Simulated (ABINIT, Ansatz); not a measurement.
**Quasiparticle gap of CsSrF3 (Pm-3m) in ABINIT**

Wanted: ground state, empty states, screening and self-energy for CsSrF3 (Pm-3m).

Program: ABINIT 10.8.3. Level of theory: LDA and many-body steps on it, plane waves. Results are calculated unless marked as measured.

Most raw output is cut from this account.

### Step 1. Starting point

The structure is cubic, space group Pm-3m (No. 221). The conventional cell has a = 4.763 Å, b = 4.763 Å, c = 4.763 Å, α = 90.00°, β = 90.00°, γ = 90.00°. Nearest to Cs lie 12 F at 3.37 Å. Sr has 6 F at 2.38 Å nearest. Nearest to F lie 2 Sr at 2.38 Å and 4 Cs at 3.37 Å. Farther neighbours and most contacts between anions are not listed.

The cell and positions are those that the Materials Project relaxed with its own functionals (PBE, PBE+U or r2SCAN), kept fixed. Spin-orbit coupling is left out unless a step names it.

### Step 2. Ground state

This step: ABINIT 10.8.3; DFT, LDA, plane waves, norm-conserving pseudopotentials.

The ground-state density comes first.

File run.abi:

```
acell 3*1.0 Angstrom
rprim 
  4.763247010000 0.000000000000 0.000000000000
  0.000000000000 4.763247010000 0.000000000000
  0.000000000000 0.000000000000 4.763247010000
ntypat 3
znucl 55 38 9
natom 5
typat 1 2 3 3 3
xred 
  0.000000000000 0.000000000000 0.000000000000
  0.500000000000 0.500000000000 0.500000000000
  0.000000000000 0.500000000000 0.500000000000
  0.500000000000 0.000000000000 0.500000000000
  0.500000000000 0.500000000000 0.000000000000
pp_dirpath "pseudos"
pseudos "Cs.upf, Sr.upf, F.upf"
ecut 36
ngkpt 4 4 4
nshiftk 1
shiftk 0 0 0
kptopt 1
chksymbreak 0
nband 26
occopt 1
tolvrs 1e-10
nstep 60
prtwf 0
optforces 0
optstress 0
indata_prefix "in"
outdata_prefix "out"
tmpdata_prefix "tmp"
```

On the command line:

```bash
$ OMP_NUM_THREADS=1 mpirun -n 4 abinit run.abi > log
```

The job ended after 26 s (4 MPI ranks of Intel Xeon Platinum 8488C (Sapphire Rapids), shared host; peak memory 0.41 GiB; 1.7 min of CPU time).

Numbers from this step:

* total energy: -3586.8337 eV
* gap: 6.076 eV
* k of the valence top: 0, 0, 0
* k of the conduction bottom: 0, 0, 0
* least direct gap: 6.076 eV

The gap is direct, at Γ.

### Step 3. Bands along the symmetry lines

The cheap functional maps the bands first; the places of the edges decide which points the dearer methods must see.

File run.abi:

```
acell 3*1.0 Angstrom
rprim 
  4.763247010000 0.000000000000 0.000000000000
  0.000000000000 4.763247010000 0.000000000000
  0.000000000000 0.000000000000 4.763247010000
ntypat 3
znucl 55 38 9
natom 5
typat 1 2 3 3 3
xred 
  0.000000000000 0.000000000000 0.000000000000
  0.500000000000 0.500000000000 0.500000000000
  0.000000000000 0.500000000000 0.500000000000
  0.500000000000 0.000000000000 0.500000000000
  0.500000000000 0.500000000000 0.000000000000
pp_dirpath "pseudos"
pseudos "Cs.upf, Sr.upf, F.upf"
ecut 36
iscf -2
irdden 1
kptopt 0
nkpt 50
kpt 
  0.00000000 0.00000000 0.00000000
  0.00000000 0.06250000 0.00000000
  0.00000000 0.12500000 0.00000000
  0.00000000 0.18750000 0.00000000
  0.00000000 0.25000000 0.00000000
  0.00000000 0.31250000 0.00000000
  0.00000000 0.37500000 0.00000000
  0.00000000 0.43750000 0.00000000
  0.00000000 0.50000000 0.00000000
  0.06250000 0.50000000 0.00000000
  0.12500000 0.50000000 0.00000000
  0.18750000 0.50000000 0.00000000
  0.25000000 0.50000000 0.00000000
  0.31250000 0.50000000 0.00000000
  0.37500000 0.50000000 0.00000000
  0.43750000 0.50000000 0.00000000
  0.50000000 0.50000000 0.00000000
  0.43750000 0.43750000 0.00000000
  0.37500000 0.37500000 0.00000000
  0.31250000 0.31250000 0.00000000
  0.25000000 0.25000000 0.00000000
  0.18750000 0.18750000 0.00000000
  0.12500000 0.12500000 0.00000000
  0.06250000 0.06250000 0.00000000
  0.00000000 0.00000000 0.00000000
  0.06250000 0.06250000 0.06250000
  0.12500000 0.12500000 0.12500000
  0.18750000 0.18750000 0.18750000
  0.25000000 0.25000000 0.25000000
  0.31250000 0.31250000 0.31250000
  0.37500000 0.37500000 0.37500000
  0.43750000 0.43750000 0.43750000
  0.50000000 0.50000000 0.50000000
  0.43750000 0.50000000 0.43750000
  0.37500000 0.50000000 0.37500000
  0.31250000 0.50000000 0.31250000
  0.25000000 0.50000000 0.25000000
  0.18750000 0.50000000 0.18750000
  0.12500000 0.50000000 0.12500000
  0.06250000 0.50000000 0.06250000
  0.00000000 0.50000000 0.00000000
  0.50000000 0.50000000 0.50000000
  0.50000000 0.50000000 0.43750000
  0.50000000 0.50000000 0.37500000
  0.50000000 0.50000000 0.31250000
  0.50000000 0.50000000 0.25000000
  0.50000000 0.50000000 0.18750000
  0.50000000 0.50000000 0.12500000
  0.50000000 0.50000000 0.06250000
  0.50000000 0.50000000 0.00000000
istwfk *1
nband 27
nbdbuf 2
tolwfr 1e-08
nstep 40
prtwf 0
prtvol 0
indata_prefix "in"
outdata_prefix "out"
tmpdata_prefix "tmp"
```

Wall time 64 s (4 MPI ranks); peak memory 0.48 GiB.

This step gave:

- gap: 6.076 eV
- k of the valence top: 0, 0, 0
- k of the conduction bottom: 0, 0, 0
- least direct gap: 6.076 eV

The gap is 6.076 eV, as in the run before at this level.

Electronic bands along the path, in eV, zero at the top of the highest filled band:

```
    point  band 17  band 18  band 19  band 20  band 21  band 22  band 23  band 24
        Γ    -0.26     0.00     0.00     0.00     6.08     7.63     7.63     8.57
  halfway    -0.33    -0.33    -0.01    -0.01     6.84     8.00     8.28     8.87
        X    -0.40    -0.40    -0.01    -0.01     7.75     8.45     9.08     9.40
  halfway    -0.35    -0.32    -0.11    -0.03     8.22     8.54     9.08     9.10
        M    -0.23    -0.23    -0.03    -0.02     8.09     8.50     8.95     8.95
  halfway    -0.41    -0.28    -0.13    -0.02     7.44     8.37     8.77     8.81
        Γ    -0.26     0.00     0.00     0.00     6.08     7.63     7.63     8.57
  halfway    -0.56    -0.18    -0.18    -0.17     7.94     8.83     8.83     9.14
        R    -0.62    -0.01    -0.01    -0.01     8.41     8.41     8.41    10.33
  halfway    -0.53    -0.23    -0.13    -0.12     8.43     8.80     9.01     9.08
        X    -0.40    -0.40    -0.01    -0.01     7.75     8.45     9.08     9.40
jump to R    -0.62    -0.01    -0.01    -0.01     8.41     8.41     8.41    10.33
  halfway    -0.60    -0.13    -0.13    -0.02     8.28     8.72     8.72     9.17
        M    -0.23    -0.23    -0.03    -0.02     8.09     8.50     8.95     8.95
```

### Step 4. Empty states on the mesh, 2×2×2 mesh, 79 bands

The sums over transitions need many empty states on a uniform mesh; this step solves for them.

File run.abi:

```
acell 3*1.0 Angstrom
rprim 
  4.763247010000 0.000000000000 0.000000000000
  0.000000000000 4.763247010000 0.000000000000
  0.000000000000 0.000000000000 4.763247010000
ntypat 3
znucl 55 38 9
natom 5
typat 1 2 3 3 3
xred 
  0.000000000000 0.000000000000 0.000000000000
  0.500000000000 0.500000000000 0.500000000000
  0.000000000000 0.500000000000 0.500000000000
  0.500000000000 0.000000000000 0.500000000000
  0.500000000000 0.500000000000 0.000000000000
pp_dirpath "pseudos"
pseudos "Cs.upf, Sr.upf, F.upf"
ecut 36
ngkpt 2 2 2
nshiftk 1
shiftk 0 0 0
kptopt 1
chksymbreak 0
iscf -2
irdden 1
istwfk *1
nband 79
nbdbuf 6
tolwfr 1e-09
nstep 60
prtvol 0
indata_prefix "in"
outdata_prefix "out"
tmpdata_prefix "tmp"
```

Elapsed: 23 s, on 4 MPI ranks; peak memory 0.38 GiB; 91 s of CPU time.

Numbers from this step:

```yaml
gap: 6.076 eV
k_of_the_valence_top: 0, 0, 0
k_of_the_conduction_bottom: 0, 0, 0
least_direct_gap: 6.076 eV
k_points_computed: 4
lowest_point_of_the_top_converged_band_above_the_valence_top: 31.23 eV
```

On this mesh the gap is 6.076 eV.

### Step 5. Screening, 2×2×2 mesh, 73 bands, screening to 98 eV

The RPA dielectric matrix is built and inverted for each q.

This step: RPA screening on LDA, plane waves, norm-conserving pseudopotentials.

run.abi, as its differences from that of step 4:

```diff
@@ -23,10 +23,11 @@
 chksymbreak 0
-iscf -2
-irdden 1
 istwfk *1
-nband 79
-nbdbuf 6
-tolwfr 1e-09
-nstep 60
-prtvol 0
+occopt 1
+irdwfk 1
+optdriver 3
+nband 73
+ecuteps 3.6
+inclvkb 2
+awtr 1
+symchi 1
 indata_prefix "in"
```

Wall time 12 s (4 MPI ranks); peak memory 1 GiB; 47 s of CPU time.

Numbers from this step:

```yaml
eps_infinity_with_local_fields_on_this_mesh_along_the_program_s_q_direction: 2.261
the_same_without_local_fields: 2.501
plasma_frequency: 22.59 eV
plane_waves_in_the_screening_matrix: 251
```

Local fields lower ε∞ by 10 %. On a Γ-centred mesh this coarse the value itself is usually too large, while a short band sum pulls it down.

### Step 6. Self-energy, 2×2×2 mesh, 73 bands, screening to 98 eV

The self-energy is evaluated for the states that the input lists, and the levels follow from it, in one-shot runs by the linearised quasiparticle equation.

This step: G0W0 on LDA, plane waves, norm-conserving pseudopotentials.

run.abi, as its differences from that of step 5:

```diff
@@ -26,8 +26,15 @@
 irdwfk 1
-optdriver 3
+optdriver 4
 nband 73
+gwcalctyp 0
+ecutsigx 36
+symsigma 1
+nkptgw 1
+kptgw 
+  0.0000000000 0.0000000000 0.0000000000
+bdgw 
+  18 23
 ecuteps 3.6
-inclvkb 2
-awtr 1
-symchi 1
+irdscr 1
+ppmodel 1
 indata_prefix "in"
```

It took 5 s on 4 MPI ranks; peak memory 0.54 GiB.

This step gave:

| Quantity | Value |
| --- | --- |
| G0W0 gap on the points computed | 9.659 eV |
| starting gap on the mesh | 6.076 eV |
| k of the valence top | 0, 0, 0 |
| k of the conduction bottom | 0, 0, 0 |
| Z at the valence top | 0.793 |
| Z at the conduction bottom | 0.889 |
| least direct G0W0 gap on the computed points | 9.659 eV |

The gap on the mesh goes from 6.08 eV to 9.66 eV, a correction of +3.58 eV.

Limits: finite bands, cutoff and mesh; no spin-orbit coupling; coarse k mesh. v1 is the top filled band, c1 the lowest empty one. The levels before and after the correction (eV, zero at the valence-band top of each column):

```
           conduction bottom  valence top
Kohn-Sham               6.08         0.00
     G0W0               9.66         0.00
```

```
             level  energy (eV)
Kohn-Sham  Γ v3-v1        0.000
Kohn-Sham     Γ c1        6.076
Kohn-Sham  Γ c2-c3        7.631
     G0W0  Γ v3-v1        0.000
     G0W0     Γ c1        9.659
     G0W0  Γ c2-c3       11.241
```

### Step 7. Where the time went

Times are wall times on 4 MPI ranks of Intel Xeon Platinum 8488C (Sapphire Rapids), shared host, good to a factor of about two.

```
                          step  time  share  memory (GiB)
                  ground state  26 s   20 %          0.41
bands along the symmetry lines  64 s   49 %          0.48
      empty states on the mesh  23 s   18 %          0.38
                     screening  12 s    9 %             1
                   self-energy   5 s    4 %          0.54
```

### Step 8. What came out

| Item | Value |
| --- | --- |
| LDA gap | 6.08 eV, direct |
| G0W0 gap on the mesh | 9.66 eV |
| GW settings | 2×2×2 mesh, 73 bands, screening to 98 eV, Godby-Needs plasmon pole |
| known limits | not at the basis limit; no spin-orbit coupling; coarse k mesh |

**Reading.** G0W0 moves the gap on the mesh from 6.08 eV to 9.66 eV (+3.58 eV), with Z of 0.79 and 0.89 at the edges. Local fields lower the RPA ε∞ on this mesh from 2.50 to 2.26; a Γ-centred mesh this coarse tends to raise both, most where the direct gap is narrow, while a short band sum lowers them. Only 1 of the mesh's irreducible points was corrected, so a valley elsewhere could overtake. The dearest step here is «bands along the symmetry lines». Bands and cutoff are finite, so the gap is not at the basis limit. The miss can reach some tenths of an eV and take either sign; the mesh is an error of its own. In the G0W0 run levels were corrected at 1 k point alone, so a gap called «on the mesh» is the least over those, and an edge elsewhere would be missed. The 2×2×2 mesh is coarse for this cell, which bears on the long-range parts of exchange and screening. This is the ideal cubic cell; many perovskites, halides above all, are cubic only on average, and local tilts or off-centring can widen the gap. The many-body steps are scalar-relativistic: spin-orbit coupling is not in them.

[Paths, hosts, dates, memory and timing lines, banners, echoed tables and standing remarks are left out of the program output.]

[Logs are printed without paths, hosts, clocks, repeated set-up lines and the standing remarks that a program may print on its own settings, such as how far it seeks lower states.]

[Runs of the session that timed out or met a known fault of the program may be left out.]

[Hosts, paths, dates, database ids (printed as entryN), source tags and the programs' standing remarks are cut or masked in the printed files.]

[G0W0 gaps are taken among the corrected bands and points alone; a level outside them can change the order at an edge.]

[Where Ansatz stands beside ABINIT at settings called matched, ABINIT's density can come from a denser mesh and the files from another edition; pairs whose starting gaps differed by over 0.03 eV were left out, so agreement reads better than it is.]
